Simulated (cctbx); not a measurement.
**Reading a Patterson map**

Space group Pnma (no. 62), a = 12.8370 Å, b = 4.5150 Å, c = 11.6110 Å, α = 90.00°, β = 90.00°, γ = 90.00°, content Tb12 Sn8 Ru4 Si4.

Simulated single-crystal data (cctbx): Cu Kα, λ = 1.54184 Å, to d = 0.83 Å, 95 % of the full sphere, strongest reflection 40000 counts, noise from counting, a 4 % proportional error and a noise floor of 2 counts (s.d.); no absorption, some extinction.

Patterson synthesis from sharpened amplitudes, origin scaled to 1000:

```text
Patterson group P m m m
      u       v       w   height  length (A)
  0.000   0.000   0.000   1000.0     0.00
  0.143   0.500   0.112    209.2     3.19
  0.250   0.000   0.341    207.5     5.10
  0.295   0.000   0.055    194.4     3.84
  0.300   0.500   0.288    181.8     5.58
  0.203   0.500   0.000    180.9     3.45
  0.500   0.000   0.000    174.9     6.42
  0.361   0.500   0.213    171.7     5.72
  0.357   0.500   0.122    164.7     5.30
  0.500   0.000   0.314    163.4     7.38
  0.113   0.500   0.478    150.9     6.16
  0.397   0.500   0.435    143.1     7.53
  0.448   0.000   0.399    138.2     7.39
  0.186   0.500   0.500    137.4     6.67
```

**Question.** Which atom pairs make the peaks, and where is the heaviest atom?

A peak at u stands for all pairs with xi − xj = u, with weight Σ ZiZj against Σ Z² = 79228 at the origin. Peak heights follow these weights only roughly, since form factors, motion and series ripples differ, all vectors within 0.55 Å of a peak are counted as merged into it though the farther ones add only part of their weight, and F(000) is left out, which lowers the whole map:

| u | v | w | shortest length (Å) | height | 1000 ΣZiZj/ΣZ² | pairs in the cell |
| --- | --- | --- | --- | --- | --- | --- |
| 0.143 | 0.500 | 0.112 | 3.19 | 209 | 292 | 6 × Tb–Sn, 4 × Tb–Si |
| 0.250 | 0.000 | 0.341 | 5.10 | 208 | 246 | 6 × Tb–Sn |
| 0.295 | 0.000 | 0.055 | 3.84 | 194 | 276 | 4 × Tb–Tb, 2 × Sn–Sn |
| 0.300 | 0.500 | 0.288 | 5.58 | 182 | 324 | 4 × Tb–Ru, 2 × Tb–Tb, 2 × Sn–Ru, 2 × Sn–Si |
| 0.203 | 0.500 | 0.000 | 3.45 | 181 | 289 | 8 × Tb–Ru |
| 0.500 | 0.000 | 0.000 | 6.42 | 175 | 126 | 4 × Sn–Sn |
| 0.361 | 0.500 | 0.213 | 5.72 | 172 | 231 | 2 × Tb–Tb, 2 × Tb–Sn, 1 × Ru–Ru, 2 × Sn–Si |
| 0.357 | 0.500 | 0.122 | 5.30 | 165 | 246 | 6 × Tb–Sn |
| 0.500 | 0.000 | 0.314 | 7.38 | 163 | 320 | 4 × Tb–Sn, 2 × Tb–Tb, 2 × Ru–Ru |
| 0.113 | 0.500 | 0.478 | 6.16 | 151 | 330 | 4 × Tb–Tb, 2 × Sn–Sn, 2 × Ru–Ru, 2 × Si–Si |

The table stops at ten peaks or at a height of 45, below which ripples compete. In the model behind the data Tb, the heaviest element, has 3 independent sites: (0.7028, 3/4, 0.1573), (0.8920, 3/4, 0.4161) and (0.4827, 3/4, 0.3794), up to an allowed shift of origin; the Tb–Tb vectors are differences of these positions and their symmetry mates. The whole model:

| atom | mult. | x | y | z | Ueq (Å²) |
| --- | --- | --- | --- | --- | --- |
| Tb1 | 4 | 0.7028 | 3/4 | 0.1573 | 0.0114 |
| Tb2 | 4 | 0.8920 | 3/4 | 0.4161 | 0.0093 |
| Tb3 | 4 | 0.4827 | 3/4 | 0.3794 | 0.0114 |
| Sn1 | 4 | 0.9533 | 3/4 | 0.6957 | 0.0115 |
| Sn2 | 4 | 0.6566 | 3/4 | 0.7492 | 0.0119 |
| Ru1 | 4 | 0.8215 | 3/4 | 0.8918 | 0.0123 |
| Si1 | 4 | 0.6781 | 3/4 | 0.5181 | 0.0207 |

This is a model crystal, built by substitution and not relaxed, with assumed displacement parameters.

[Logs are printed without paths, hosts, clocks, repeated set-up lines and the standing remarks that a program may print on its own settings, such as how far it seeks lower states.]
